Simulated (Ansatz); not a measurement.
# SrLiH3 in R-3c, a phase reached by a soft mode: following an unstable mode

Which phase does SrLiH3 in R-3c, a phase reached by a soft mode fall into along its unstable mode, and how much energy does it gain?

Calculated with Ansatz 0.2.0; DFT PBEsol, scalar-relativistic, plane waves, PAW; PAW set soft_1.

The structure was built from a prototype and need not be the compound's stable phase.

## 1. Starting point

It takes space group R-3c (No. 167, trigonal). Conventional cell: a = 5.706 Å, b = 5.706 Å, c = 16.965 Å, α = 90.00°, β = 90.00°, γ = 120.00°. Nearest to Li lie 3 H at 1.79 Å. Sr has 6 H at 2.42 Å nearest. Nearest to H lie 1 Li at 1.79 Å and 2 Sr at 2.42 Å. Farther neighbours are not listed.

## 2. Linear response at the zone centre

This phase was reached earlier by freezing in an unstable mode of a structure of higher symmetry and relaxing. Its zone-centre modes can show that it is still unstable.

Input file input.yaml:

```yaml
crystal:
  lattice:
    - [2.8529679138, 1.647161793, 5.6549075091]
    - [-2.8529679138, 1.647161793, 5.6549075091]
    - [0.0, -3.2943235861, 5.6549075091]
  atoms:
    - { symbol: Li, position: [0.75, 0.75, 0.75] }
    - { symbol: Li, position: [0.25, 0.25, 0.25] }
    - { symbol: Sr, position: [0.5, 0.5, 0.5] }
    - { symbol: Sr, position: [0.0, 0.0, 0.0] }
    - { symbol: H, position: [0.063675505, 0.75, 0.436324495] }
    - { symbol: H, position: [0.936324495, 0.25, 0.563675505] }
    - { symbol: H, position: [0.436324495, 0.063675505, 0.75] }
    - { symbol: H, position: [0.563675505, 0.936324495, 0.25] }
    - { symbol: H, position: [0.25, 0.563675505, 0.936324495] }
    - { symbol: H, position: [0.75, 0.436324495, 0.063675505] }
kpoints:
  mp_grid: { grid: [6, 6, 6] }
hamiltonian:
  xc: pbesol
  pseudopotentials: { kind: paw, azcp: { folder: soft_1 }, xc_functional: pbe }
scf:
  occupations: { method: fixed }
output:
  eigenvalues: true
phonons:
  method: dfpt
  dielectric: true
  rigid_motions: translations
```

Run with:

```
$ ansatz run input.yaml --threads 8 --pin off --max-ram 16384MiB --backend cpu --events-out ev --progress --plain --runs-dir out
```

Numbers of over 12 decimals in the logs are rounded to 6 here.

The program printed:

```text
Engine: ansatz 0.2.0, x86_64-unknown-linux-gnu
Pseudopotentials: kind: paw
Pseudopotential: Li, paw, valence charge 3, recommended cutoff 420 eV (normal), soft_1/Li.paw.azcp
Pseudopotential: Sr, paw, valence charge 10, recommended cutoff 420 eV (normal), soft_1/Sr.paw.azcp
Pseudopotential: H, paw, valence charge 1, recommended cutoff 420 eV (normal), soft_1/H.paw.azcp
Functional definition: PBEsol
  exchange = pbesol_x
  correlation = pbesol_c
Crystal: 10 atoms, lattice volume = 159.445 Å³
Basis set: ecut = 420 eV, 3121 PW (Γ), exchange–correlation on 96×96×96 points (8 copies of the dense FFT grid, shifted against one another)
Bands: 26, of which v1, the nominal top of the filled ones, is band 16 counted from 1 (15 counted from 0)
Symmetry: 12 space group operations
k-points: 112 of 216 (irreducible under 1 space group operation, time reversal used)
Non-local potential: Li, projectors of the file, l = 0: 3, l = 1: 2, l = 2: 1
Non-local potential: Sr, projectors of the file, l = 0: 3, l = 1: 2, l = 2: 2
Non-local potential: H, projectors of the file, l = 0: 2, l = 1: 1
PAW form: soft (Blöchl's): semilocal exchange-correlation on the pseudo side does not see the compensation charge
PAW frozen core: Sr, regenerated for the run's functional, and the local potential with it (the file was generated under x = pbe(κ = 0.804, μ = 0.219515), c = pbe(β = 0.066725))
PAW one-centre angular grid: Li, 110 points (default); XC on 64 Gauss nodes
PAW one-centre angular grid: Sr, 110 points (default); XC on 64 Gauss nodes
PAW one-centre angular grid: H, 110 points (default); XC on 64 Gauss nodes
Initial density: superposition of atomic densities (chi_scale 0.1, normalization cell, long waves kept (reshape's long-wave potential 0.00 eV rms))
Initial wavefunctions: pseudopotential atomic-orbital guess
Functional: x = pbesol(κ = 0.804, μ = 0.123457), c = pbesol(β = 0.046)
SCF iter   1: F=—  HF=-7489.551440 eV  |F-HF|=—  |Δ(HF+E_count)|=         —  Δρ=5.50e-2  dr2=5.68e0  ethr=3.10e-3  ⟨swp⟩=5.5  Hψ=13326  notcnv=0  defer=768
preconditioner: auto → Resta (q_TF=auto, 2.088 Å⁻¹)  ε∞=2.1  [insulator: Δε(μ)=3.007 eV  Ē_g=14.024 eV  n_scr=20 (ndim 8)  ℏωp=14.4 eV  f_vac=0.000  ε∞_Penn≈2.1]
SCF iter   2: F=—  HF=-7487.973702 eV  |F-HF|=—  |Δ(HF+E_count)|=    1.58e0  Δρ=2.12e-2  dr2=1.01e0  ethr=3.10e-3  ⟨swp⟩=2.8  Hψ=4935  notcnv=0  defer=857
SCF iter   3: F=—  HF=-7487.771398 eV  |F-HF|=—  |Δ(HF+E_count)|=   2.02e-1  Δρ=3.76e-3  dr2=1.91e-2  ethr=3.10e-3  ⟨swp⟩=2.0  Hψ=3446  notcnv=0  defer=869
SCF iter   4: F=—  HF=-7487.788671 eV  |F-HF|=—  |Δ(HF+E_count)|=   1.73e-2  Δρ=3.56e-4  dr2=3.28e-4  ethr=5.98e-5  ⟨swp⟩=2.2  Hψ=3509  notcnv=0  defer=888
SCF iter   5: F=—  HF=-7487.789059 eV  |F-HF|=—  |Δ(HF+E_count)|=   3.88e-4  Δρ=8.54e-5  dr2=8.73e-6  ethr=1.03e-6  ⟨swp⟩=3.2  Hψ=4351  notcnv=0  defer=888
SCF iter   6: F=—  HF=-7487.789073 eV  |F-HF|=—  |Δ(HF+E_count)|=   1.43e-5  Δρ=2.07e-5  dr2=5.19e-7  ethr=2.73e-8  ⟨swp⟩=2.0  Hψ=4140  notcnv=0  defer=870
SCF iter   7: F=—  HF=-7487.789128 eV  |F-HF|=—  |Δ(HF+E_count)|=   5.44e-5  Δρ=3.12e-6  dr2=1.71e-8  ethr=1.62e-9  ⟨swp⟩=2.2  Hψ=4404  notcnv=0  defer=850
SCF iter   8: F=—  HF=-7487.789128 eV  |F-HF|=—  |Δ(HF+E_count)|=   1.43e-8  Δρ=3.88e-7  dr2=2.94e-10  ethr=5.34e-11  ⟨swp⟩=2.0  Hψ=3934  notcnv=0  defer=850
SCF iter   9: F=-7487.789128 eV  HF=-7487.789128 eV  |F-HF|=9.09e-13  |Δ(HF+E_count)|=  3.79e-10  Δρ=7.47e-8  dr2=7.17e-12  ethr=1.00e-12  ⟨swp⟩=21.7  Hψ=29347  notcnv=0
SCF 1 converged in 9 iterations: F = -7487.789128 eV  dr2 = 7.17e-12
  greatest PAW one-centre occupation: 1.000 electrons in one spin orbital (limit 2), on the Li atom at site 1 (counted from 0), in its partial waves of l = 0
NSCF: frozen V_eff on 6 k-points
DFPT response loops at Γ: preconditioner auto → Resta (q_TF=auto, 2.088 Å⁻¹)  ε∞=5.5 (no band partly filled); β = 1.00, the filter's whole step (`scf.mixing.beta` (0.50) is not read by the response loops at its default; to damp them type it under 1.00, their step now; it binds the ground state too); Broyden in place of MSR1
── the response to a field inside a basis, on 6×6×6 k-points: an SCF that follows is theirs, and a resumed run solves both again ──
Bands: 17, of which v1, the nominal top of the filled ones, is band 16 counted from 1 (15 counted from 0)
k-points: 28 of 216
Initial density: handed on by an earlier stage of this run
Initial wavefunctions: pseudopotential atomic-orbital guess (no wavefunctions were taken with the density)
Eigensolver: Dense (28 Hₖ)
SCF iter   1: F=—  HF=-7487.783343 eV  |F-HF|=—  |Δ(HF+E_count)|=         —  Δρ=1.06e-4  dr2=5.49e-6  ethr=1.00e-1
preconditioner: auto → Resta (q_TF=auto, 2.088 Å⁻¹)  ε∞=6.2  [insulator: Δε(μ)=2.142 eV  Ē_g=4.448 eV  n_scr=20 (ndim 8)  ℏωp=10.2 eV  f_vac=0.000  ε∞_Penn≈6.2]
SCF iter   2: F=—  HF=-7487.783346 eV  |F-HF|=—  |Δ(HF+E_count)|=   3.45e-6  Δρ=5.55e-5  dr2=1.54e-6  ethr=1.72e-8
SCF iter   3: F=-7487.783348 eV  HF=-7487.783348 eV  |F-HF|=4.53e-8  |Δ(HF+E_count)|=   1.91e-6  Δρ=5.59e-6  dr2=6.03e-8  ethr=4.82e-9
SCF 1 converged in 3 iterations: F = -7487.783348 eV  dr2 = 6.03e-8
DFPT response loops at Γ: preconditioner auto → Resta (q_TF=auto, 2.088 Å⁻¹)  ε∞=5.3 (no band partly filled); β = 1.00, the filter's whole step (`scf.mixing.beta` (0.50) is not read by the response loops at its default; to damp them type it under 1.00, their step now; it binds the ground state too); Broyden in place of MSR1
SCF converged after 9 iterations
Free energy (F): -7487.789128 eV
Harris-Foulkes:  -7487.789128 eV  (|F-HF|=9.09e-13)
Internal energy: -7487.789128 eV  (E = F + TS)
E sigma→0 (E₀):  -7487.789128 eV
Fermi energy:    1.539209 eV
--- Per-component energies (eV) ---
  E_band       = -461.401669
  E_kinetic    = 576.139060
  E_local      = -1921.754851  (includes V_loc(G=0)·N_el)
  E_nonlocal   = 433.631628
  E_hartree    = 487.299342
  E_xc         = -416.501853
  E_vxc        = -400.424673  (∫ρ·V_xc dr)
  E_paw        = -5328.759212  (= ΣΔE_a)
  E_vpaw       = -123.586605  (= ΣTr[D̂ρ^β])
  E_aug_tail   = -0.004969  (compensation charges beyond the density's cutoff)
  E_ewald      = -1318.106968
  E_core_change = 0.268696  (= ΣΔE_core)
  E_smearing   = -0.000000  (= −TS)
  E_closure    = 0.000000  (closes the sum)
  Σ components = -7487.789128   (vs F -7487.789128, Δ=0.00e0)
--- Band table (eV; the first three rows and the last of 112) ---
  k-point 0: bands = [... 12 lower, 0.0561, 0.9020, 1.5392, 1.5392, 3.5225, 4.6929, 4.6929, 7.5368, ... 6 higher]
  k-point 1: bands = [... 12 lower, 0.1199, 0.8577, 1.2741, 1.3459, 3.7602, 4.8063, 4.9304, 6.9736, ... 6 higher]
  k-point 2: bands = [... 12 lower, 0.2885, 0.7216, 0.7715, 0.9641, 4.3003, 4.8931, 5.4057, 6.6065, ... 6 higher]
  k-point 111: bands = [... 12 lower, 0.7014, 0.7014, 0.7014, 0.7014, 5.7468, 5.7468, 5.7468, 5.7468, ... 6 higher]
--- Phonons (Γ-DFPT): 6 representative perturbations + reference, on 112 of 216 k-points (Σ response iterations 20) ---
  k mesh reduced under 1 symmetry operation, with k and −k counted as one. Each operation leaves every solved perturbation unchanged. A smaller set is not considered because the run solves the response to a homogeneous field
  ASR residual: 2.159e-4 → 0.000e0 eV/Å²; symmetrization residual: 2.584e-5 eV/Å²
  ASR residual per site (eV/Å²): 2.09e-5 2.09e-5 2.16e-4 2.16e-4 1.24e-5 1.24e-5 1.24e-5 1.24e-5 1.24e-5 1.24e-5
  Γ frequencies (cm⁻¹): -268.46 -235.41 -235.41 -78.32 0.00 0.00 0.00 121.42 121.42 134.48 193.42 240.52 240.52 303.80 303.80 502.42 502.42 595.17 887.96 904.14 904.14 959.62 959.62 1010.71 1014.00 1014.00 1022.30 1030.29 1030.29 1057.66
  ε∞ (high-frequency dielectric tensor):
        3.338315     0.000000     0.000000
        0.000000     3.338315    -0.000000
        0.000000    -0.000000     3.552258
  softest optical mode at Γ: -268.46 cm⁻¹; the repairs (sum rule, projections) moved no ω² at Γ by more than (14.58 cm⁻¹)²
  Born effective charges Z* (e; rows j = field, columns β = displacement):
    site 0:
         0.76598   -0.00000    0.00000
         0.00000    0.76598   -0.00000
         0.00000   -0.00000    0.89802
    site 1:
         0.76598   -0.00000    0.00000
         0.00000    0.76598   -0.00000
         0.00000   -0.00000    0.89802
    site 2:
         2.07707    0.04048    0.00000
        -0.04048    2.07707    0.00000
        -0.00000    0.00000    2.03557
    site 3:
         2.07707   -0.04048   -0.00000
         0.04048    2.07707    0.00000
         0.00000    0.00000    2.03557
    site 4:
        -0.96790    0.03502   -0.04837
         0.03502   -0.92747    0.02793
        -0.05601    0.03233   -0.97786
    site 5:
        -0.96790    0.03502   -0.04837
         0.03502   -0.92747    0.02793
        -0.05601    0.03233   -0.97786
    site 6:
        -0.90725   -0.00000   -0.00000
         0.00000   -0.98812   -0.05586
        -0.00000   -0.06467   -0.97786
    site 7:
        -0.90725   -0.00000   -0.00000
         0.00000   -0.98812   -0.05586
        -0.00000   -0.06467   -0.97786
    site 8:
        -0.96790   -0.03502    0.04837
        -0.03502   -0.92747    0.02793
         0.05601    0.03233   -0.97786
    site 9:
        -0.96790   -0.03502    0.04837
        -0.03502   -0.92747    0.02793
         0.05601    0.03233   -0.97786
  Z* charge neutrality: 2.576e-3 e pre-enforcement
  solved inside a basis spanned on kpoints, on 6×6×6 k-points, its susceptibility summed on 10×10×10: ε∞ is read to err by 9.0e-3, Z* by 1.1e-2 e (field_mesh: kpoints solves on kpoints); Z* is corrected for what the basis lacks
  optical modes at Γ without the LO–TO term, one row a degenerate level:
      ω (cm⁻¹)  modes    IR ((D/Å)²/amu)
       -268.46      1            73.8870
       -235.41      2            53.8149
        -78.32      1             0.0000
        121.42      2             0.9988
        134.48      1             0.0000
        193.42      1             2.0186
        240.52      2             0.0000
[...]
optical modes at Γ + LO–TO along q̂ = [1.0000, 0.0000, 0.0000]:
      ω (cm⁻¹)  modes    IR ((D/Å)²/amu)
[...]
optical modes at Γ + LO–TO along q̂ = [0.0000, 1.0000, 0.0000]:
      ω (cm⁻¹)  modes    IR ((D/Å)²/amu)
[...]
optical modes at Γ + LO–TO along q̂ = [0.0000, 0.0000, 1.0000]:
      ω (cm⁻¹)  modes    IR ((D/Å)²/amu)
[...]
303.80      2             0.8269
        377.26      1            36.2940
        502.42      2             0.0000
        595.17      1             0.0000
        904.14      2           180.2215
        959.62      2             0.0000
       1010.71      1             0.0000
       1014.00      2            24.0293
       1022.30      1             0.0000
       1030.29      2             0.0000
       1051.05      1           102.1545
       1057.66      1             0.0000
```

Elapsed: 52 s, on 8 threads of Intel Xeon at 2.60GHz (Ice Lake), shared host; peak memory 2 GiB; 5.9 min of CPU time.

This step gave:

```yaml
gap_on_the_k_mesh: 1.983 eV
volume_per_atom: 15.94 Å³
sum_rule_residual_before_enforcement: 2.16e-4 eV/Å²
miss_of_the_charge_sum_rule: 0.002576 e
estimated_error_of_the_dielectric_tensor: 0.009000
estimated_error_of_the_born_charges: 0.01120 e
point_group: -3m
highest_optical_mode_at_the_zone_centre_no_lo_to_term: 1058 cm⁻¹
lowest_optical_zone_centre_mode: -268.5 cm⁻¹
mean_high_frequency_dielectric_constant: 3.410
largest_born_charge_third_of_the_trace: 2.063 e
top_of_the_zone_centre_spectrum_with_the_field: 1142 cm⁻¹
```

Without the LO-TO term. Patterns of degenerate modes are one choice out of their space. Modes at Γ, with each element's share of the kinetic energy (negative means imaginary):

```csv
mode,frequency (cm⁻¹),symmetry,Li %,Sr %,H %
1,-268.5,A2u,14,0,86
2,-235.4,Eu,1,3,97
3,-235.4,Eu,1,3,97
4,-78.3,A2g,94,0,6
5,0.0,acoustic,7,90,3
6,0.0,acoustic,7,90,3
7,0.0,acoustic,7,90,3
8,121.4,Eu,0,98,2
9,121.4,Eu,0,98,2
10,134.5,A1u,0,100,0
11,193.4,A2u,79,9,12
12,240.5,Eg,69,0,31
13,240.5,Eg,69,0,31
14,303.8,Eu,81,8,10
15,303.8,Eu,81,8,10
16,502.4,Eg,23,0,77
17,502.4,Eg,23,0,77
18,595.2,A2g,6,0,94
19,888.0,A2u,0,1,99
20,904.1,Eu,5,1,94
21,904.1,Eu,5,1,94
22,959.6,Eg,2,0,98
23,959.6,Eg,2,0,98
24,1010.7,A1g,0,0,100
25,1014.0,Eu,5,0,94
26,1014.0,Eu,5,0,94
27,1022.3,A1u,0,0,100
28,1030.3,Eg,6,0,94
29,1030.3,Eg,6,0,94
30,1057.7,A2g,0,0,100
```

Displacements in mode 1 (-268.5 cm⁻¹), the largest set to 1:
```
Li1  0.00  0.00 -0.35
Li2  0.00  0.00 -0.35
Sr3  0.00  0.00 -0.01
Sr4  0.00  0.00 -0.01
H5  -0.73  0.42  1.00
H6  -0.73  0.42  1.00
H7   0.00 -0.84  1.00
H8   0.00 -0.84  1.00
H9   0.73  0.42  1.00
H10  0.73  0.42  1.00
```

Displacements in mode 16 (502.4 cm⁻¹), the largest set to 1:
```
Li1  0.00 -0.33  0.00
Li2  0.00  0.33  0.00
Sr3  0.00  0.00  0.00
Sr4  0.00  0.00  0.00
H5  -0.36  0.17  0.50
H6   0.36 -0.17 -0.50
H7   0.00  0.80 -1.00
H8   0.00 -0.80  1.00
H9  -0.37 -0.17 -0.50
H10  0.37  0.17  0.50
```

Before it was imposed, the acoustic sum rule was missed by 2.2e-4 eV/Å² and the charge sum rule by 0.0026 e. Small misses are needed for a sound result but don't prove that mesh and cutoff are converged. The lowest optical mode is imaginary, 268.5i cm⁻¹, so the energy falls along it.

## 3. The mode frozen in, largest atomic shift 0 Å

The mode followed lies at Γ with frequency 268.5i cm⁻¹, the softest among the wavevectors solved. At small amplitude the distorted cell has space group no. 161 by a symmetry search on the positions. The undistorted cell that holds it gives the zero of energy on the same k mesh.

Changes to input.yaml since step 2:

```diff
@@ -22,8 +22,6 @@
 scf:
-  occupations: { method: fixed }
+  occupations: { method: gaussian, width: 0.02 }
 output:
+  forces: true
+  stress: true
   eigenvalues: true
-phonons:
-  method: dfpt
-  dielectric: true
-  rigid_motions: translations
```

The program printed:

```text
[...]
Crystal: 10 atoms, lattice volume = 159.445 Å³
Basis set: ecut = 420 eV, 3121 PW (Γ), exchange–correlation on 90×90×90 points (8 copies of the dense FFT grid, shifted against one another)
Bands: 26, of which v1, the nominal top of the filled ones, is band 16 counted from 1 (15 counted from 0)
Symmetry: 12 space group operations
[...]
k-points: 32 of 216
[...]
k-point 0: bands = [... 12 lower, 0.0561, 0.9021, 1.5392, 1.5392, 3.5225, 4.6929, 4.6929, 7.5369, ... 5 higher]
  k-point 1: bands = [... 12 lower, 0.1199, 0.8578, 1.2741, 1.3459, 3.7602, 4.8064, 4.9304, 6.9736, ... 5 higher]
  k-point 2: bands = [... 12 lower, 0.2885, 0.7216, 0.7715, 0.9641, 4.3003, 4.8931, 5.4057, 6.6065, ... 5 higher]
  k-point 31: bands = [... 12 lower, 0.7015, 0.7015, 0.7015, 0.7015, 5.7468, 5.7468, 5.7468, 5.7468, ... 5 higher]
[key lines of the parts left out:]
SCF converged after 7 iterations
Free energy (F): -7487.789128 eV
Fermi energy:    2.530923 eV
P = ⅓ Tr σ = 0.0028 GPa (0.028 kbar)
```

Wall time 1.2 s (8 threads); peak memory 0.65 GiB.

Numbers from this step:

- pressure: 0.002838 GPa
- energy from the undistorted cell: 0 meV/atom

At this level the gap is 1.98 eV on the k-mesh of the self-consistent run, which can miss the band edges.

## 4. The mode frozen in, largest atomic shift 0.6 Å

The atoms are moved along the unstable eigenvector, the largest shift by 0.6 Å, with the cell fixed.

input.yaml, the sections that differ from step 3:

```yaml
crystal:
  lattice:
    - [2.8529679138, 1.647161793, 5.6549075091]
    - [-2.8529679138, 1.647161793, 5.6549075091]
    - [0.0, -3.2943235861, 5.6549075091]
  atoms:
    - { symbol: Li, position: [0.7405462717, 0.7405462717, 0.7405462717] }
    - { symbol: Li, position: [0.2405462717, 0.2405462717, 0.2405462717] }
    - { symbol: Sr, position: [0.499813124, 0.499813124, 0.499813124] }
    - { symbol: Sr, position: [-0.000186876, -0.000186876, -0.000186876] }
    - { symbol: H, position: [0.0517985146, 0.855086274, 0.4244475047] }
    - { symbol: H, position: [0.9244475047, 0.355086274, 0.5517985146] }
    - { symbol: H, position: [0.4244475047, 0.0517985146, 0.855086274] }
    - { symbol: H, position: [0.5517985146, 0.9244475047, 0.355086274] }
    - { symbol: H, position: [0.355086274, 0.5517985146, 0.9244475047] }
    - { symbol: H, position: [0.855086274, 0.4244475047, 0.0517985146] }
# kpoints, hamiltonian, scf, output: as in step 3
```

The program printed:

```text
[...]
Crystal: 10 atoms, lattice volume = 159.445 Å³
Basis set: ecut = 420 eV, 3121 PW (Γ), exchange–correlation on 90×90×90 points (8 copies of the dense FFT grid, shifted against one another)
Bands: 26, of which v1, the nominal top of the filled ones, is band 16 counted from 1 (15 counted from 0)
Symmetry: 6 space group operations
[...]
k-points: 32 of 216 (time reversal used)
[...]
k-point 0: bands = [... 12 lower, 0.3931, 0.3931, 1.6328, 1.6328, 4.2700, 5.1502, 5.1502, 7.3691, ... 5 higher]
  k-point 1: bands = [... 12 lower, 0.3588, 0.4558, 1.4599, 1.4643, 4.3777, 5.1279, 5.2780, 6.8580, ... 5 higher]
  k-point 2: bands = [... 12 lower, 0.4498, 0.6081, 1.1088, 1.1358, 4.6045, 4.9832, 5.5118, 6.5100, ... 5 higher]
  k-point 31: bands = [... 12 lower, 0.9782, 0.9782, 0.9782, 0.9782, 5.5070, 5.5070, 5.8253, 5.8253, ... 5 higher]
[key lines of the parts left out:]
SCF converged after 7 iterations
Free energy (F): -7487.921704 eV
Fermi energy:    2.951425 eV
P = ⅓ Tr σ = -3.1575 GPa (-31.575 kbar)
```

Elapsed: 1.8 s, on 8 threads; peak memory 0.59 GiB.

This step gave:

- pressure: -3.158 GPa
- gap on the k-mesh: 2.637 eV
- energy from the undistorted cell: -13.26 meV/atom

The energy, extrapolated to zero smearing, is -13.26 meV/atom against the undistorted cell.

The run ends at a pressure of -3.16 GPa, with forces up to 0.16 eV/Å.

## 5. Energy along the mode, all amplitudes (two of the runs are shown above)

An imaginary frequency means negative curvature, so the energy should fall and then rise again as anharmonic terms take over.

Numbers from this step:

```yaml
depth_at_the_lowest_point_sampled: 13.26 meV/atom
largest_atomic_shift_at_that_point: 0.6 Å
```

Energy from the parent against largest atomic shift:

```csv
largest atomic shift (Å),energy from the parent (meV/atom)
0.000,0
0.040,-0.149
0.080,-0.589
0.140,-1.75
0.220,-4.04
0.320,-7.54
0.450,-11.6
0.600,-13.3
```

Displacement at unit largest shift by atom:

```csv
atom,x (Å),y (Å),z (Å),size
Li1,0.00,0.00,-0.27,0.27
Li2,0.00,0.00,-0.27,0.27
Sr3,0.00,0.00,-0.01,0.01
Sr4,0.00,0.00,-0.01,0.01
H5,-0.56,0.32,0.77,1.00
H6,-0.56,0.32,0.77,1.00
H7,0.00,-0.64,0.77,1.00
H8,0.00,-0.64,0.77,1.00
H9,0.56,0.32,0.77,1.00
H10,0.56,0.32,0.77,1.00
```

The lowest of the steps tried is the last one, at 0.6 Å, 13.3 meV/atom below the parent; the bottom of the well need not coincide with a step.

[end of part 1 of 3]

[Logs are printed without paths, hosts, clocks, repeated set-up lines and the standing remarks that a program may print on its own settings, such as how far it seeks lower states.]

[Hosts, paths, dates, database ids (printed as entryN), source tags and the programs' standing remarks are cut or masked in the printed files.]
